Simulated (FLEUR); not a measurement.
# Anisotropy of Co (c factor at fixed volume 1.06 on the database's cell) with FLEUR, part 2 of 2

Wanted: anisotropy for Co (c factor at fixed volume 1.06 on the database's cell), with the cost of each step.

FLEUR MaX-R8.1; PBE; all-electron FLAPW, Dirac cores, scalar-relativistic bands.

So far. Step 2 (Self-consistent state): After 21 cycles the largest moment stands at 1.69 μB.

## 4. Anisotropy by the force theorem, rung 2

Level of this step: PBE; all-electron FLAPW, Dirac cores, scalar-relativistic bands with spin-orbit coupling, force theorem (FLEUR).

A second rung shows how far the first can be trusted.

The k list mae (kpts.xml, not shown) is a Γ-centred 26×26×13 mesh.

inp.xml reads:

```
<?xml version="1.0" encoding="UTF-8" standalone="no"?>
<fleurInput fleurInputVersion="0.39">
   <comment>
      Co
   </comment>
   <calculationSetup>
      <cutoffs Kmax="3.66" Gmax="11.0" GmaxXC="11.0" numbands="74"/>
      <scfLoop itmax="1" minDistance="0.00002" maxIterBroyd="15" imix="Anderson" alpha="0.05" precondParam="0.0" spinf="2.0" sdNocoIR="T"/>
      <coreElectrons ctail="F" frcor="F" kcrel="0" coretail_lmax="0"/>
      <xcFunctional name="pbe" relativisticCorrections="F"/>
      <magnetism jspins="2" l_noco="F" l_ss="F">
         <qss>0.0 0.0 0.0</qss>
         <mtNocoParams l_mperp="F" l_mtNocoPot="F" l_relaxSQA="F" mag_mixing_scheme="0" mix_RelaxWeightOffD="1.0" l_constrained="F" mix_constr="1.0"/>
         <sourceFreeMag l_sourceFree="F" l_scaleMag="F" mag_scale="1.0"/>
      </magnetism>
      <soc l_soc="T" theta="0.0" phi="0.0" spav="F"/>
      <expertModes spex="0" secvar="F"/>
      <geometryOptimization l_f="F" forcealpha="1.0" forcemix="BFGS" epsdisp="0.00001" epsforce="0.00001"/>
      <ldaU l_linMix="F" mixParam="0.05" spinf="1.0"/>
   </calculationSetup>
   <cell>
      <bzIntegration valenceElectrons="34.0" mode="hist" fermiSmearingEnergy="0.00183747">
         <kPointListSelection listName="mae"/>
         <xi:include xmlns:xi="http://www.w3.org/2001/XInclude" href="kpts.xml"> </xi:include>
      </bzIntegration>
      <xi:include xmlns:xi="http://www.w3.org/2001/XInclude" href="sym.xml"> </xi:include>
      <bulkLattice scale="1.0">
         <bravaisMatrix>
            <row-1>    4.6022431071265570     0.0000000041385002     0.0000000000000000</row-1>
            <row-2>   -2.3011215571348611     3.9856594430855923     0.0000000000000000</row-2>
            <row-3>    0.0000000000000000     0.0000000000000000     8.1524561357801115</row-3>
         </bravaisMatrix>
      </bulkLattice>
   </cell>
   <atomSpecies>
      <species name="Cobalt (Co2.000" element="Co" atomicNumber="27">
         <mtSphere radius="2.24" gridPoints="741" logIncrement="0.016"/>
         <atomicCutoffs lmax="8" lnonsphr="6"/>
         <electronConfig flipSpins="F">
            <coreConfig>(1s1/2) (2s1/2) (2p1/2) (2p3/2)</coreConfig>
            <valenceConfig>(3s1/2) (3p1/2) (3p3/2) (4s1/2) (3d3/2) (3d5/2)</valenceConfig>
            <stateOccupation state="(3d3/2)" spinUp="1.5" spinDown="1.3"/>
            <stateOccupation state="(3d5/2)" spinUp="3.0" spinDown="1.2"/>
         </electronConfig>
         <energyParameters s="4" p="4" d="3" f="4"/>
         <lo type="SCLO" l="0" n="3" eDeriv="0"/>
         <lo type="SCLO" l="1" n="3" eDeriv="0"/>
      </species>
   </atomSpecies>
   <atomGroups>
      <atomGroup species="Cobalt (Co2.000">
         <relPos label="                   1">1.000/3.000 -1.000/3.000 1.000/4.000</relPos>
         <force calculate="T" relaxXYZ="TTT"/>
         <nocoParams  alpha="0.0" beta="0.0"/>
      </atomGroup>
      <atomGroup species="Cobalt (Co2.000">
         <relPos label="                   2">-1.000/3.000 1.000/3.000 -1.000/4.000</relPos>
         <force calculate="T" relaxXYZ="TTT"/>
         <nocoParams  alpha="0.0" beta="0.0"/>
      </atomGroup>
   </atomGroups>
   <output dos="F" band="F" slice="F">
      <bandDOS minEnergy="-.5*Htr" maxEnergy="0.5*Htr" sigma="0.015" storeEVData="T"/>
      <plotting iplot="0" polar="F">
         <plot TwoD="T" vec1="  1.0  0.0  0.0" vec2="  0.0  1.0  0.0" vec3="  0.0  0.0  1.0" zero="  0.0  0.0  0.0" file="plot"/>
      </plotting>
      <moessbauerParams electricFieldGradient="F" isomerShift="F" coreHyperfine="F" valenceHyperfine="F"/>
   </output>
   <forceTheorem>
      <MAE theta="0.0 1.5707963 1.5707963 0.7853982" phi="0.0 0.0 0.5235988 0.0"/>
   </forceTheorem>
</fleurInput>
```

Run with:

```
> OMP_NUM_THREADS=1 mpirun -n 8 fleur_MPI -warn_only > fleur.log
```

The log of the run:

```text
[banner, memory and clock lines left out]
Welcome to FLEUR        (www.flapw.de)
      MaX-Release 8.1          (www.max-centre.eu)
************FLEUR-Warning*****************
Error message: k-point set is not compatible to missing time-reversal symmetry in calculation.
Error occurred in subroutine: gen_bz
Error from PE:6/8
*****************************************
************FLEUR-Warning*****************
Error message: k-point set is not compatible to missing time-reversal symmetry in calculation.
Error occurred in subroutine: gen_bz
Error from PE:1/8
[...]
k-point list type: mesh
 0 x 0 x 0
 Number of k points: 4400

 [... set-up left out ...]
 ********************************************************************
 Run finished successfully
 Stop message:
   Forcetheorem MAE
 ********************************************************************

--- out.xml (force theorem) ---
<Forcetheorem_MAE Angles="4" units="Htr">
            <Angle theta="0.0000000" phi="0.0000000" ev-sum="-29.311432252"/>
            <Angle theta="1.5707963" phi="0.0000000" ev-sum="-29.311438739"/>
            <Angle theta="1.5707963" phi="0.5235988" ev-sum="-29.311438748"/>
            <Angle theta="0.7853982" phi="0.0000000" ev-sum="-29.311435516"/>
         </Forcetheorem_MAE>
```

Wall time 2.3 min (8 MPI ranks of Arm Neoverse V2, shared host); peak memory 3.9 GiB; 19 min of CPU time.

Anisotropy energies, by row:

| axis | x | y | z | band energy less the first axis' (meV a cell) |
| --- | --- | --- | --- | --- |
| [001] | 0 | 0 | 1 | 0 |
| [100] | 1 | 0 | 0 | -0.1765 |
| [210] | 0.866 | 0.5 | 0 | -0.1768 |
| 45 degrees from [001] toward [100] | 0.7071 | 0 | 0.7071 | -0.08882 |

## 5. Spin–orbit coupling, moments along [001]

Spin–orbit coupling ties the spins to the lattice and lets orbital moments form.

A new self-consistent run of the start ferro ++, with the moments along z. The k list default-1 (kpts.xml, not shown) is a Γ-centred 26×26×13 mesh.

inp.xml reads:

```
<?xml version="1.0" encoding="UTF-8" standalone="no"?>
<fleurInput fleurInputVersion="0.39">
   <comment>
      Co
   </comment>
   <calculationSetup>
      <cutoffs Kmax="3.66" Gmax="11.0" GmaxXC="11.0" numbands="74"/>
      <scfLoop itmax="110" minDistance="0.00002" maxIterBroyd="15" imix="Anderson" alpha="0.05" precondParam="0.0" spinf="2.0" sdNocoIR="T"/>
      <coreElectrons ctail="T" frcor="F" kcrel="0" coretail_lmax="0"/>
      <xcFunctional name="pbe" relativisticCorrections="F"/>
      <magnetism jspins="2"/>
      <soc l_soc="T" theta="0.0" phi="0.0" spav="F"/>
      <expertModes spex="0" secvar="F"/>
      <geometryOptimization l_f="F" forcealpha="1.0" forcemix="BFGS" epsdisp="0.00001" epsforce="0.00001"/>
      <ldaU l_linMix="F" mixParam="0.05" spinf="1.0"/>
   </calculationSetup>
   <cell>
      <bzIntegration valenceElectrons="34.0" mode="hist" fermiSmearingEnergy="0.00183747">
         <kPointListSelection listName="default-1"/>
         <xi:include xmlns:xi="http://www.w3.org/2001/XInclude" href="kpts.xml"> </xi:include>
      </bzIntegration>
      <xi:include xmlns:xi="http://www.w3.org/2001/XInclude" href="sym.xml"> </xi:include>
      <bulkLattice scale="1.0">
         <bravaisMatrix>
            <row-1>    4.6022431071265570     0.0000000041385002     0.0000000000000000</row-1>
            <row-2>   -2.3011215571348611     3.9856594430855923     0.0000000000000000</row-2>
            <row-3>    0.0000000000000000     0.0000000000000000     8.1524561357801115</row-3>
         </bravaisMatrix>
      </bulkLattice>
   </cell>
   <atomSpecies>
      <species name="Cobalt (Co2.000" element="Co" atomicNumber="27">
         <mtSphere radius="2.24" gridPoints="741" logIncrement="0.016"/>
         <atomicCutoffs lmax="8" lnonsphr="6"/>
         <electronConfig flipSpins="F">
            <coreConfig>(1s1/2) (2s1/2) (2p1/2) (2p3/2)</coreConfig>
            <valenceConfig>(3s1/2) (3p1/2) (3p3/2) (4s1/2) (3d3/2) (3d5/2)</valenceConfig>
            <stateOccupation state="(3d3/2)" spinUp="1.5" spinDown="1.3"/>
            <stateOccupation state="(3d5/2)" spinUp="3.0" spinDown="1.2"/>
         </electronConfig>
         <energyParameters s="4" p="4" d="3" f="4"/>
         <lo type="SCLO" l="0" n="3" eDeriv="0"/>
         <lo type="SCLO" l="1" n="3" eDeriv="0"/>
      </species>
   </atomSpecies>
   <atomGroups>
      <atomGroup species="Cobalt (Co2.000">
         <relPos label="                   1">1.000/3.000 -1.000/3.000 1.000/4.000</relPos>
         <relPos label="                   2">-1.000/3.000 1.000/3.000 -1.000/4.000</relPos>
         <force calculate="T" relaxXYZ="TTT"/>
      </atomGroup>
   </atomGroups>
   <output dos="F" band="F" slice="F">
      <bandDOS minEnergy="-.5*Htr" maxEnergy="0.5*Htr" sigma="0.015" storeEVData="T"/>
      <plotting iplot="0" polar="F">
         <plot TwoD="T" vec1="  1.0  0.0  0.0" vec2="  0.0  1.0  0.0" vec3="  0.0  0.0  1.0" zero="  0.0  0.0  0.0" file="plot"/>
      </plotting>
      <moessbauerParams electricFieldGradient="F" isomerShift="F" coreHyperfine="F" valenceHyperfine="F"/>
   </output>
</fleurInput>
```

crystal.txt reads:

```
Co
&input film=F cartesian=F /
2.43540217136  0.00000000219  0.00000000000
-1.21770108757  2.10912014773  0.00000000000
0.00000000000  0.00000000000  4.31409400000
1.8897261246
1.0 1.0 1.0

2
27 0.33333333333  0.66666666667  0.25000000000 : 2.000
27 0.66666666667  0.33333333333  0.75000000000 : 2.000

&soc 0.0000000 0.0000000 /
&kpt div1=26 div2=26 div3=13 gamma=T /
```

Run with:

```
> OMP_NUM_THREADS=1 inpgen -f crystal.txt > inpgen.log  # inp.xml is then edited as shown
> OMP_NUM_THREADS=1 mpirun -n 8 fleur_MPI > fleur.log
```

The log of the run:

```text
[banner, memory and clock lines left out]
Welcome to FLEUR        (www.flapw.de)
      MaX-Release 8.1          (www.max-centre.eu)

 ========== k-point set info ==========
 Selected k-point list: default-1
 k-point list type: mesh
 0 x 0 x 0
 Number of k points: 800

 [... set-up left out ...]
 Iteration:     1   Distance:       8.57536203 me/bohr^3
 Iteration:     2   Distance:       7.18057664 me/bohr^3
 Iteration:     3   Distance:       4.06188475 me/bohr^3
 Iteration:     4   Distance:       0.94963425 me/bohr^3
 Iteration:     5   Distance:       0.87569953 me/bohr^3
 Iteration:     6   Distance:       0.27804205 me/bohr^3
 Iteration:     7   Distance:       0.19391386 me/bohr^3
 Iteration:     8   Distance:       0.11688073 me/bohr^3
 Iteration:     9   Distance:       0.07319189 me/bohr^3
 Iteration:    10   Distance:       0.04608337 me/bohr^3
 Iteration:    11   Distance:       0.01218417 me/bohr^3
 Iteration:    12   Distance:       0.01842510 me/bohr^3
 Iteration:    13   Distance:       0.00147635 me/bohr^3
 Iteration:    14   Distance:       0.00096158 me/bohr^3
 Iteration:    15   Distance:       0.00011860 me/bohr^3
 Iteration:    16   Distance:       0.00011511 me/bohr^3
 Iteration:    17   Distance:       0.00006592 me/bohr^3
 Iteration:    18   Distance:       0.00001089 me/bohr^3

 ********************************************************************
 Run finished successfully
 Stop message:
   all done
 ********************************************************************

--- out.xml (last complete iteration) ---
<iteration numberForCurrentRun="   18" overallNumber="   18">
         [... left out ...]
         <bandgap value="0.0003923541" units="eV"/>
         <sumValenceSingleParticleEnergies value="-29.3148664726" units="Htr"/>
         <FermiEnergy value="0.3545121314" units="Htr"/>
         [... left out ...]
         <magneticMomentsInMTSpheres units="muBohr">
            <globalMagMoment atomType="1" vec="0.00000   0.00000   1.70979"/>
         </magneticMomentsInMTSpheres>
         <orbitalMomentsInMTSpheres units="muBohr">
            <globalMagMoment atomType="1" vec="0.00000   0.00000   0.07168"/>
         </orbitalMomentsInMTSpheres>
         [... left out ...]
         <totalEnergy value="    -2786.9482273724" units="Htr">
            <sumOfEigenvalues value="    -1604.4324803354">
               <coreElectrons value="-1575.1176138627"/>
               <valenceElectrons value="-29.3148664726"/>
            </sumOfEigenvalues>
         [... left out ...]
            <freeEnergy value="-2786.9488889888"/>
            <extrapolationTo0K value="-2786.9485581806"/>
         </totalEnergy>
         <densityConvergence units="me/bohr^3">
            <chargeDensity spin="1" distance="0.0000070503"/>
            <chargeDensity spin="2" distance="0.0000069224"/>
            <overallChargeDensity distance="0.0000108946"/>
            <spinDensity distance="0.0000087498"/>
         </densityConvergence>
      </iteration>
```

Elapsed: 2.1 min, on 8 MPI ranks; peak memory 0.95 GiB; 17 min of CPU time.

Read from the output:

| Item | Value |
| --- | --- |
| free energy | -75836.7427 eV |
| program's band gap on this mesh (in a metal only a level spacing) | 3.92e-4 eV |
| magnetization | 3.287 μB |
| final state | ferromagnetic |
| largest moment | 1.710 μB |
| orbital moment along the spin | 0.07168 μB |

Orbital moment in the sphere, along the spin axis by atom:

| atom | orbital moment in the sphere, along the spin axis (μB) |
| --- | --- |
| Co1 | 0.0717 |
| Co2 | 0.0717 |

## 6. Results

```yaml
reference_state: ferromagnetic
largest_sphere_moment: 1.69 μB
easy_direction_of_those_tried: the plane normal to [001]
energy_along_100_less_001_force_theorem: -0.177 meV a primitive cell
orbital_moment_on_the_atom_of_largest_spin_along_its_spin_spin_orbit_run: 0.0717 μB
```

In words: By the force theorem the moments prefer the plane normal to [001], with no direction in it resolved; shape anisotropy is not in it. The difference for the second direction goes from -0.17 meV (mesh 18×18×9, 74 states, 6.2 min of CPU time) to -0.18 meV (mesh 26×26×13, 74 states, 19 min). The orbital moment is parallel to the spin, as Hund's third rule has it for a shell over half filled. The state was typed, and no other order was converged beside it, so it need not be the ground state.

[Logs and program files are shortened in this print: banners, set-up blocks, solver, clock and traceback lines can be left out without a mark of their own.]

[Logs are printed without paths, hosts, clocks, repeated set-up lines and the standing remarks that a program may print on its own settings, such as how far it seeks lower states.]

[Hosts, paths, dates, database ids (printed as entryN), source tags and the programs' standing remarks are cut or masked in the printed files.]

[Where a cell is said to come from a database of computed structures, the database is the Materials Project.]
